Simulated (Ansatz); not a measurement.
# Relaxing random fluorite-type alloy of CaF2 and CdF2 (96 atoms), part 2 of 2

Aim: bring random fluorite-type alloy of CaF2 and CdF2 (96 atoms) to a nearby minimum of the energy and see what moves.

Ansatz 0.2.0; Kohn-Sham DFT, PBE, PAW (set soft_2), plane waves.

The cell: 12 Ca, 64 F and 20 Cd. The host structure and its lattice constant were typed by rule, without a check against the phase diagram. The Brillouin zone is sampled at Γ only, in a cell whose shortest periodic width is 11 Å.

So far. Step 2 (Relaxation): The relaxation changed the energy by -83.8 meV/atom, and atoms moved by 0.15 Å r.m.s., 0.30 Å at most.

### 4. Single point at the relaxed geometry

The electronic structure is read at the final geometry, in a run of its own.

Contents of input.yaml:

```yaml
crystal:
  lattice:
    - [10.8348, 0.0, 0.0]
    - [0.0, 10.8348, 0.0]
    - [0.0, 0.0, 10.8348]
  atoms:
    - { symbol: Ca, position: [3.0e-05, 0.99791, 0.99969] }
    - { symbol: F, position: [0.12431, 0.12405, 0.12525] }
    - { symbol: F, position: [0.37465, 0.37433, 0.37494] }
    - { symbol: Cd, position: [0.99916, 0.2492, 0.24954] }
    [... 86 atom lines left out ...]
    - { symbol: Ca, position: [0.74949, 0.49869, 0.74972] }
    - { symbol: F, position: [0.87446, 0.62303, 0.87428] }
    - { symbol: F, position: [0.62492, 0.8739, 0.62488] }
    - { symbol: Ca, position: [0.7499, 0.74852, 0.49972] }
    - { symbol: F, position: [0.87461, 0.87327, 0.62489] }
    - { symbol: F, position: [0.62459, 0.6235, 0.87492] }
kpoints:
  mp_grid: { grid: [1, 1, 1] }
hamiltonian:
  xc: pbe
scf:
  occupations: { method: fixed }
output:
  forces: true
  stress: true
  populations: true
  dos:
    method: { smearing: { sigma: 0.08 } }
    de: 0.1
    projected: { site_lists: { Ca: [Ca], Cd: [Cd], F: [F] } }
  eigenvalues: true
  bader: true
  write_density: true
  write_potential: true
  volumetric_format: npy
```

Command:

```sh
$ ansatz run input.yaml --threads 4 --pin off --max-ram 8192MiB --backend cpu --events-out ev --progress --plain --runs-dir out
```

Numbers of over 12 decimals in the logs are rounded to 6 here.

What it wrote:

```text
[...]
Crystal: 96 atoms, lattice volume = 1271.928 Å³
Basis set: ecut = 420 eV, 24837 PW (Γ), exchange–correlation on 150×150×150 points (8 copies of the dense FFT grid, shifted against one another)
Bands: 581, of which v1, the nominal top of the filled ones, is band 484 counted from 1 (483 counted from 0)
Symmetry: 1 space group operations
[...]
k-points: 1
[...]
SCF iter   1: F=—  HF=-238720.113126 eV  |F-HF|=—  |Δ(HF+E_count)|=         —  Δρ=9.73e-4  dr2=1.70e-2  ethr=1.77e-3  ⟨swp⟩=5.0  Hψ=1784  notcnv=0  defer=95
[...]
SCF iter   8: F=-238720.114306 eV  HF=-238720.114305 eV  |F-HF|=1.58e-8  |Δ(HF+E_count)|=   4.90e-7  Δρ=2.60e-6  dr2=6.62e-8  ethr=1.03e-11  ⟨swp⟩=18.0  Hψ=4780  notcnv=0
SCF 1 converged in 8 iterations: F = -238720.114306 eV  dr2 = 6.62e-8
[...]
SCF converged after 8 iterations
Free energy (F): -238720.114306 eV
[...]
Internal energy: -238720.114306 eV  (E = F + TS)
E sigma→0 (E₀):  -238720.114306 eV
Fermi energy:    5.283814 eV
[...]
--- Forces (eV/Å), atoms counted from 1 ---
  atom   1  Ca    -0.00741239     0.01875128     0.00521786
  atom   2  F      0.01110531    -0.00048159    -0.00807008
  atom   3  F      0.00201929    -0.00649228    -0.00247444
  atom   4  Cd    -0.01332796    -0.00266233     0.01973403
  atom   5  F      0.00786278    -0.01263849    -0.00265507
  atom   6  F      0.00185379     0.00145083    -0.01839482
  atom   7  Ca     0.00447403    -0.01235388     0.02213247
  atom   8  F      0.00023082    -0.00558764     0.01297356
  atom   9  F      0.00408021    -0.01232887    -0.01694168
  atom  10  Ca    -0.01186421    -0.00356064     0.00525891
  atom  11  F     -0.01340621     0.00553150    -0.02144210
  atom  12  F      0.01551027     0.00339292    -0.01823633
  atom  13  Cd     0.00500070    -0.01293754     0.01571004
  atom  14  F     -0.01515880    -0.01922975     0.01121240
[...]
atom  95  F      0.00727033     0.00036020    -0.00436034
  atom  96  F     -0.00139020     0.00024117    -0.00424872
  max |Σ_I F_I| component: 3.18e-5 eV/Å
--- Stress (GPa, compression-positive) ---
        4.093608      -0.016304       0.002379
       -0.016304       4.098225      -0.000935
        0.002379      -0.000935       4.096570
  P = ⅓ Tr σ = 4.0961 GPa (40.961 kbar)
--- Band table (eV) ---
[...]
--- Löwdin populations: 96 sites ---
  site symbol       q [e]
     0     Ca      8.2667
     1      F      7.7530
     2      F      7.7369
[...]
95      F      7.7209
  spilling = 0.005305 (of n_electrons = 968.000000)
--- Bader charges: 96 sites ---
  site symbol  charge [e]  shift [e]
     0     Ca      1.6619     0.0006
     1      F     -0.8052     0.0006
     2      F     -0.7838     0.0008
[...]
95      F     -0.7615     0.0011
  estimated error of the sums over rays = 4.0e-4 e
```

The job ended after 5.8 min (4 threads of AMD EPYC 7R43, shared host; peak memory 2.1 GiB; 19 min of CPU time).

Reading the cycles: dr2 is the Hartree energy of the density residual (eV), the measure of convergence; HF is the Harris–Foulkes estimate of the energy, which meets the free energy F at convergence.

Read from the output:

```
free energy                                      : -238720.1143 eV
free energy per atom                             : -2486.6679 eV/atom
SCF cycles                                       : 8
pressure                                         : 4.096 GPa
r.m.s. force component                           : 0.01148 eV/Å
longest force                                    : 0.05471 eV/Å
Fermi energy                                     : 5.284 eV
gap (highest filled to lowest empty level) : 3.975 eV
spilling of the projection                       : 0.005305
```

Löwdin charges by element (they lack the spilled electrons, 0.053 e an atom on average):

```tsv
element	coordination	atoms	mean charge (e)	spread	least	most
Ca	all	12	1.73	0.0013	1.73	1.74
Cd	all	20	1.55	3.0e-4	1.55	1.55
F	all	64	-0.729	0.0145	-0.77	-0.706
```

Charge against the make-up of the first shell:

```tsv
Cd neighbours of F	atoms	mean charge (e)
0	1	-0.77
1	8	-0.754
2	20	-0.737
3	28	-0.721
4	7	-0.706
```

Density of states as counts of states in windows of 1 eV (from the Fermi level), total and the larger projections:

```tsv
from (eV)	to (eV)	total	F p	Cd d
-14	-6	0.0	0.0	0.0
-6	-5	35.3	7.6	27.6
-5	-4	164.7	17.7	145.7
-4	-3	18.7	13.1	2.5
-3	-2	76.8	66.6	4.6
-2	-1	145.9	134.4	6.9
-1	0	134.2	121.8	11.2
0	1	8.4	7.6	0.8
1	3	0.0	0.0	0.0
3	4	0.9	0.0	0.0
4	5	1.1	0.1	0.0
```

The curve was stored every 0.100 eV, coarse against its broadening of 0.08 eV, so these counts are rough.

With fixed occupations the program's Fermi level is the highest filled level; weight inside the gap is the broadening of levels at its edges.

Between -26 and -14 eV lie 200 more states.

The stored curve holds about 784 of the 968 electrons; the rest, give or take the few that broadening carries across the Fermi level, lie in deeper levels below its range.

The levels nearest the highest filled one (over half full), pooled over k-points and spins:

```tsv
level less the highest filled one (eV)	occupation
-0.0597	2
-0.0413	2
-0.0259	2
-0.019	2
-0.0051	2
0	2
3.97	0
5.47	0
5.60	0
5.63	0
5.95	0
6.18	0
```

Electrostatic potential energy in the ac plane at fractional y = 0.248, with atoms of Cd and Ca within 0.2 Å of it. With pseudopotentials it is smooth inside the atoms' cores, unlike the true potential.

Ten even steps from '0' (-38 eV) to '9' (12 eV), each cell a mean:
```
999986100379999999986433479999
999998645789999999998655789999
999999888999999999999988999999
789999999999987789999999999987
457999999999852137999999999864
235899999999720005899999999743
346899999999730015899999999743
568999999999875468999999999875
899999999999998889999999999998
999999877899999999999877899999
999997544689999999997412589999
999985323479999999985000279999
999986433579999999985100379999
999998655789999999998645789999
999999988999999999999988999999
789999999999987789999999999987
457999999999852247999999999864
235899999999720005899999999743
346899999999730015899999999753
568999999999875468999999999875
899999999999998889999999999998
999999877899999999999877899999
999997322589999999997544689999
999985000279999999985323479999
```
Columns run along a (10.8 Å; values clipped at the 3rd and 97th percentile), rows up along c (10.8 Å). Atoms in or near the plane, at fractional coordinates: Cd at (0.00, 0.25), Ca at (0.25, 0.00), Cd at (0.00, 0.75), Cd at (0.25, 0.50), Ca at (0.50, 0.25), Cd at (0.75, 0.00), Ca at (0.50, 0.75), Ca at (0.75, 0.50).

Valence density in the ac plane at fractional y = 0.248, with atoms of Cd and Ca within 0.2 Å of it. It is the smooth field of the valence electrons, not physical close to the nuclei.

Ten steps, logarithmic in the rise over the least value, from '_' (0 e/Å³) to '@' (21 e/Å³), each cell a mean:
```
__________--++****==::________________..==##@@%%**::________
__________..--====::..__________________::==++++--..________
__________________________________________........__________
::::..____________________....::..______________________..::
##**--..________________..--++++==::__________________..==##
@@%%++..________________::++####**--__________________--**@@
@@##==..________________..==**##**--__________________::**%%
++==::____________________::--==--..__________________..--++
....______________________________________________________..
__________..::::::..______________________........__________
________..--**##**==..__________________::==++++--..________
________..==%%@@@@**::________________..--**####++::________
________..==##@@%%**::__________________--++##**==..________
__________::==++++--..__________________..--====::..________
____________......__________________________________________
::::..____________________....::..____________________....::
##++--..________________..--++++==::__________________..==**
@@%%==..________________::++####**--__________________--**@@
@@##==..________________..==****++--__________________::**%%
++==::__________________..::====--..__________________..--++
....______________________________________________________..
____________..::....____________________..::::::....________
__________::==++++--..________________..--++####==..________
________..--**####++::________________..==%%@@@@**--________
```
Columns run along a (10.8 Å), rows up along c (10.8 Å). Atoms in or near the plane, at fractional coordinates: Cd at (0.00, 0.25), Ca at (0.25, 0.00), Cd at (0.00, 0.75), Cd at (0.25, 0.50), Ca at (0.50, 0.25), Cd at (0.75, 0.00), Ca at (0.50, 0.75), Ca at (0.75, 0.50).

Mean Löwdin charges: Ca +1.73, Cd +1.55, F -0.73 e (they miss 0.53 % of the electrons, so they add up to more than the cell's charge). The charge on F changes by +0.016 e for each Cd neighbour that takes the place of another kind, on average.

The surroundings of Ca85, one of the 12 Ca atoms, nearest first, numbered as they follow in the input and with coordinates relative to it.

```tsv
atom	x	y	z	distance (Å)	bonds	Löwdin charge (e)
Ca85	0.00	0.00	0.00	0.00	8	1.74
F84	1.35	1.35	-1.35	2.34	4	-0.75
F42	-1.34	1.36	1.36	2.34	4	-0.72
F3	-1.35	-1.35	-1.35	2.34	4	-0.74
F69	1.35	-1.36	1.35	2.34	4	-0.77
F23	-1.35	-1.36	1.36	2.35	4	-0.74
F32	-1.37	1.35	-1.35	2.35	4	-0.74
F86	1.37	1.35	1.36	2.35	4	-0.75
F53	1.36	-1.36	-1.36	2.36	4	-0.75
Ca76	0.00	2.69	-2.71	3.82	8	1.73
```

The column of bonds counts only the pairs F-Cd within 2.77 Å, F-Ca within 2.77 Å; other neighbours, such as metal atoms beside each other in a compound, aren't counted, and periodic images can show an atom twice.

### 5. Other settings

Changed here: crystal.symmetry.detect = false and scf.lower_state_search = "standard".

Contents of input.yaml:

```yaml
crystal:
  lattice:
    - [10.8348, 0.0, 0.0]
    - [0.0, 10.8348, 0.0]
    - [0.0, 0.0, 10.8348]
  atoms:
    [... the 96 atom lines of step 4 ...]
  symmetry: { detect: false }
kpoints:
  mp_grid: { grid: [1, 1, 1] }
hamiltonian:
  xc: pbe
scf:
  occupations: { method: fixed }
  lower_state_search: standard
output:
  forces: true
  stress: true
  populations: true
  dos:
    method: { smearing: { sigma: 0.15 } }
    de: 0.1
    projected: { site_lists: { Ca: [Ca], Cd: [Cd], F: [F] } }
  eigenvalues: true
```

What it wrote:

```text
[...]
Crystal: 96 atoms, lattice volume = 1271.928 Å³
Basis set: ecut = 420 eV, 24837 PW (Γ), exchange–correlation on 150×150×150 points (8 copies of the dense FFT grid, shifted against one another)
Bands: 581, of which v1, the nominal top of the filled ones, is band 484 counted from 1 (483 counted from 0)
Symmetry: 1 space group operations
k-points: 1
[...]
SCF iter   1: F=—  HF=-238720.113126 eV  |F-HF|=—  |Δ(HF+E_count)|=         —  Δρ=9.73e-4  dr2=1.70e-2  ethr=1.77e-3  ⟨swp⟩=5.0  Hψ=1784  notcnv=0  defer=95
[...]
SCF iter   7: F=—  HF=-238720.114305 eV  |F-HF|=—  |Δ(HF+E_count)|=   1.25e-6  Δρ=4.87e-6  dr2=3.41e-7  ethr=3.07e-10  ⟨swp⟩=2.0  Hψ=880  notcnv=0  defer=93
SCF iter   8: F=-238720.114306 eV  HF=-238720.114305 eV  |F-HF|=1.58e-8  |Δ(HF+E_count)|=   4.91e-7  Δρ=2.60e-6  dr2=6.62e-8  ethr=1.03e-11  ⟨swp⟩=14.0  Hψ=3207  notcnv=0
SCF 1 converged in 8 iterations: F = -238720.114306 eV  dr2 = 6.62e-8
[...]
SCF converged after 8 iterations
Free energy (F): -238720.114306 eV
[...]
Internal energy: -238720.114306 eV  (E = F + TS)
E sigma→0 (E₀):  -238720.114306 eV
Fermi energy:    5.283814 eV
[...]
Σ components = -238720.114306   (vs F -238720.114306, Δ=0.00e0)
--- Forces (eV/Å), atoms counted from 1 ---
  atom   1  Ca    -0.00741309     0.01875109     0.00521784
  atom   2  F      0.01110519    -0.00048242    -0.00807108
  atom   3  F      0.00201937    -0.00649203    -0.00247476
  atom   4  Cd    -0.01332604    -0.00266768     0.01973169
[...]
atom  96  F     -0.00138954     0.00024217    -0.00424856
  max |Σ_I F_I| component: 2.92e-5 eV/Å
--- Stress (GPa, compression-positive) ---
        4.093608      -0.016304       0.002379
       -0.016304       4.098225      -0.000935
        0.002379      -0.000935       4.096570
  P = ⅓ Tr σ = 4.0961 GPa (40.961 kbar)
--- Band table (eV) ---
[...]
--- Löwdin populations: 96 sites ---
  site symbol       q [e]
     0     Ca      8.2667
     1      F      7.7530
     2      F      7.7369
[...]
95      F      7.7209
  spilling = 0.005305 (of n_electrons = 968.000000)
```

Elapsed: 64 s, on 4 threads; peak memory 2.1 GiB.

Geometry and reference: those of the single point at the relaxed geometry.

Forces differ from those of the single point at the relaxed geometry by 0.001 meV/Å r.m.s.

### 6. What came out

```yaml
energy_change_in_the_relaxation: -83.8 meV/atom
r_m_s_displacement: 0.152 Å
largest_displacement: 0.296 Å
free_energy_per_atom: -2486.6679 eV/atom
density: 5.15 g/cm³
pressure: 4.096 GPa
r_m_s_force_component: 0.01148 eV/Å
spacing_of_highest_filled_and_lowest_empty_level: 3.975 eV
wall_time_of_the_3_dft_runs: 9 min
```

What this shows: Relaxation lowers the energy by 83.8 meV/atom and moves atoms by 0.15 Å r.m.s. By the final cutoffs 0 of 255 bonded pairs parted and 1 joined. The r.m.s. move is of the size of the random displacements put into the start (0.156 Å r.m.s. in three dimensions). From the first step to the last the energy fell by 8.045 eV, and the largest move was 0.30 Å (F87). Counting bonds as in the table, all Ca atoms have 8, all Cd atoms have 8 and all F atoms have 4 bonded neighbours. The highest filled and lowest empty levels differ by 3.97 eV at Γ alone; the mesh holds the band edges only if they fold onto it, so the gap at this level can be narrower or closed, while semilocal functionals tend to narrow gaps against experiment.

Caveats: The pressure of 4.1 GPa shows the cell to be compressed for this functional.

[Logs are printed without paths, hosts, clocks, repeated set-up lines and the standing remarks that a program may print on its own settings, such as how far it seeks lower states.]

[Hosts, paths, dates, database ids (printed as entryN), source tags and the programs' standing remarks are cut or masked in the printed files.]
